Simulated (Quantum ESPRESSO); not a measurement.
# MgS (Niningerite): from strain to phonon shift

Wanted: the shift of the optical mode of MgS (Niningerite) in a strained (001) layer.

Main program and level: Quantum ESPRESSO 7.5; DFT LDA, scalar-relativistic, plane waves, JTH PAW pseudopotentials.

### 1. The relaxed structure

The structure is cubic, space group Fm-3m (No. 225). The conventional cell has a = 5.133 Å, b = 5.133 Å, c = 5.133 Å, α = 90.00°, β = 90.00°, γ = 90.00°. Mg has 6 S at 2.57 Å nearest. Nearest to S lie 6 Mg at 2.57 Å. Farther neighbours and most contacts between anions are not listed.

This is the cell after its relaxation at this level of theory, not the database cell from which that began.

### 2. Uniaxial strain

The relaxed cell is stretched along z alone. This keeps all atoms on sites fixed by symmetry and splits the threefold mode into a singlet, polarised along z, and a doublet. The macroscopic field is left out, so these are transverse modes. Cutoff 60 Ry, k mesh 8×8×8.

From the response at ε_zz = 0.005:

What it wrote:

```text
[banners, grids, parts of the stress and lines that vanish by symmetry left out]
Program PHONON v.7.5
     Reading xml data from directory:

[...]
Exchange-correlation= PW
                           (   1   4   0   0   0   0   0)
[...]
kinetic-energy cut-off    =      60.0000  Ry
     charge density cut-off    =     480.0000  Ry
     convergence threshold     =      1.0E-18
[...]
Exchange-correlation= PW
                           (   1   4   0   0   0   0   0)
[...]
q = (   0.0000000   0.0000000   0.0000000 )
     17 Sym.Ops. (with q -> -q+G )
     G cutoff =  574.7770  (  40749 G-vectors)     FFT grid: ( 48, 48, 48)
     G cutoff =  287.3885  (  14333 G-vectors)  smooth grid: ( 36, 36, 36)
     number of k points=    59
[...]
Mode symmetry, D_4h(4/mmm) point group:
[...]
Representation #   1 mode #   1
[...]
End of self-consistent calculation
     Convergence has been achieved
     Representation #   2 mode #   2
[...]
End of self-consistent calculation
     Convergence has been achieved
     Representation #   3 modes #   3   4
[...]
End of self-consistent calculation
     Convergence has been achieved
     Representation #   4 modes #   5   6
[...]
End of self-consistent calculation
     Convergence has been achieved
[...]
q = (    0.000000000   0.000000000   0.000000000 )
[...]
freq (    1) =       0.025817 [THz] =       0.861156 [cm-1]
     freq (    2) =       0.075062 [THz] =       2.503785 [cm-1]
     freq (    3) =       0.075062 [THz] =       2.503785 [cm-1]
     freq (    4) =       7.221304 [THz] =     240.876768 [cm-1]
     freq (    5) =       7.605813 [THz] =     253.702618 [cm-1]
     freq (    6) =       7.605813 [THz] =     253.702618 [cm-1]
[...]
Mode symmetry, D_4h(4/mmm) point group:
     freq (   1-   1) =          0.9  [cm-1]   --> A_2u X_4' M_4'  I
     freq (   2-   3) =          2.5  [cm-1]   --> E_u  X_5' M_5'  I
     freq (   4-   4) =        240.9  [cm-1]   --> A_2u X_4' M_4'  I
     freq (   5-   6) =        253.7  [cm-1]   --> E_u  X_5' M_5'  I

   JOB DONE.
```

| ε_zz | singlet (cm⁻¹) | doublet (cm⁻¹) | σ_zz (GPa) | σ_xx (GPa) |
| --- | --- | --- | --- | --- |
| -0.01 | 277.24 | 251.15 | -1.697 | -0.393 |
| -0.005 | 265.06 | 252.09 | -0.800 | -0.172 |
| 0 | 252.94 | 252.94 | 0.045 | 0.045 |
| 0.005 | 240.88 | 253.70 | 0.841 | 0.257 |

Stress is counted positive in tension.

### 3. The fit

To first order ω² − ω₀² = p ε_zz + q (ε_xx + ε_yy) for the mode along z, and likewise for x and y. With ε_zz alone the singlet gives p and the doublet q.

The linear terms of parabolas through ω² are p = -19.12 ω₀² and q = 1.27 ω₀², with ω₀ = 252.9 cm⁻¹. Those of the stresses are C11 = 164 GPa and C12 = 43 GPa. Under hydrostatic strain p and q imply γ = −(p + 2q)/(6 ω₀²) = 2.76.

A layer held to an in-plane strain ε and free along z takes ε_zz = −2 (C12/C11) ε = -0.523 ε. To first order the singlet then shifts by (q − p C12/C11) ε / ω₀ = 1586 ε cm⁻¹. For ε = -0.006, ε_zz = 0.00313, the formulas for ω² predict 243.25 cm⁻¹ for the singlet and 266.62 cm⁻¹ for the doublet.

### 4. A biaxially strained cell

This run was no part of the fit.

What it wrote:

```text
[banners, grids, parts of the stress and lines that vanish by symmetry left out]
[banner, memory and clock lines left out]
Program PHONON v.7.5

[...]
Exchange-correlation= PW
                           (   1   4   0   0   0   0   0)
[...]
kinetic-energy cut-off    =      60.0000  Ry
     charge density cut-off    =     480.0000  Ry
     convergence threshold     =      1.0E-18
[...]
Exchange-correlation= PW
                           (   1   4   0   0   0   0   0)
[...]
q = (   0.0000000   0.0000000   0.0000000 )
     17 Sym.Ops. (with q -> -q+G )
     G cutoff =  570.2820  (  40141 G-vectors)     FFT grid: ( 48, 48, 48)
     G cutoff =  285.1410  (  14211 G-vectors)  smooth grid: ( 36, 36, 36)
     number of k points=    59
[...]
Mode symmetry, D_4h(4/mmm) point group:
[...]
Representation #   1 mode #   1
[...]
End of self-consistent calculation
     Convergence has been achieved
     Representation #   2 mode #   2
[...]
End of self-consistent calculation
     Convergence has been achieved
     Representation #   3 modes #   3   4
[...]
End of self-consistent calculation
     Convergence has been achieved
     Representation #   4 modes #   5   6
[...]
End of self-consistent calculation
     Convergence has been achieved
[...]
q = (    0.000000000   0.000000000   0.000000000 )
[...]
freq (    1) =       0.013856 [THz] =       0.462176 [cm-1]
     freq (    2) =       0.071601 [THz] =       2.388366 [cm-1]
     freq (    3) =       0.071601 [THz] =       2.388366 [cm-1]
     freq (    4) =       7.293442 [THz] =     243.283045 [cm-1]
     freq (    5) =       8.003098 [THz] =     266.954599 [cm-1]
     freq (    6) =       8.003098 [THz] =     266.954599 [cm-1]
[...]
Mode symmetry, D_4h(4/mmm) point group:
     freq (   1-   1) =          0.5  [cm-1]   --> A_2u X_4' M_4'  I
     freq (   2-   3) =          2.4  [cm-1]   --> E_u  X_5' M_5'  I
     freq (   4-   4) =        243.3  [cm-1]   --> A_2u X_4' M_4'  I
     freq (   5-   6) =        267.0  [cm-1]   --> E_u  X_5' M_5'  I
```

| mode | predicted (cm⁻¹) | run (cm⁻¹) |
| --- | --- | --- |
| singlet | 243.25 | 243.28 |
| doublet | 266.62 | 266.95 |

The stress along z is 0.039 GPa and that in the plane -1.108 GPa; the unstrained cell carries 0.045 GPa.

### 5. Outcome

| Item | Value |
| --- | --- |
| p (in units of the squared frequency) | -19.12 |
| q (same units) | 1.273 |
| shift of the singlet per unit of biaxial strain | 1586 cm⁻¹ |
| C11 and C12 | 164 and 43 GPa |

**Reading.** To first order, one per cent of tensile biaxial strain moves the singlet of MgS (Niningerite) by 15.9 cm⁻¹ and the doublet by -23.4 cm⁻¹; the formulas miss the test run by up to 0.33 cm⁻¹. In the rock-salt structure this mode is infrared active and has no first-order Raman line. The third potential, r, needs shear strain, which was not run. Runs of the series that gave no result are left out: uni0.01-ph (refused). These are harmonic values at zero temperature.

[Host names and launcher messages were left out of these logs when they were recorded.]

[Logs are printed without paths, hosts, clocks, repeated set-up lines and the standing remarks that a program may print on its own settings, such as how far it seeks lower states.]

[Hosts, paths, dates, database ids (printed as entryN), source tags and the programs' standing remarks are cut or masked in the printed files.]
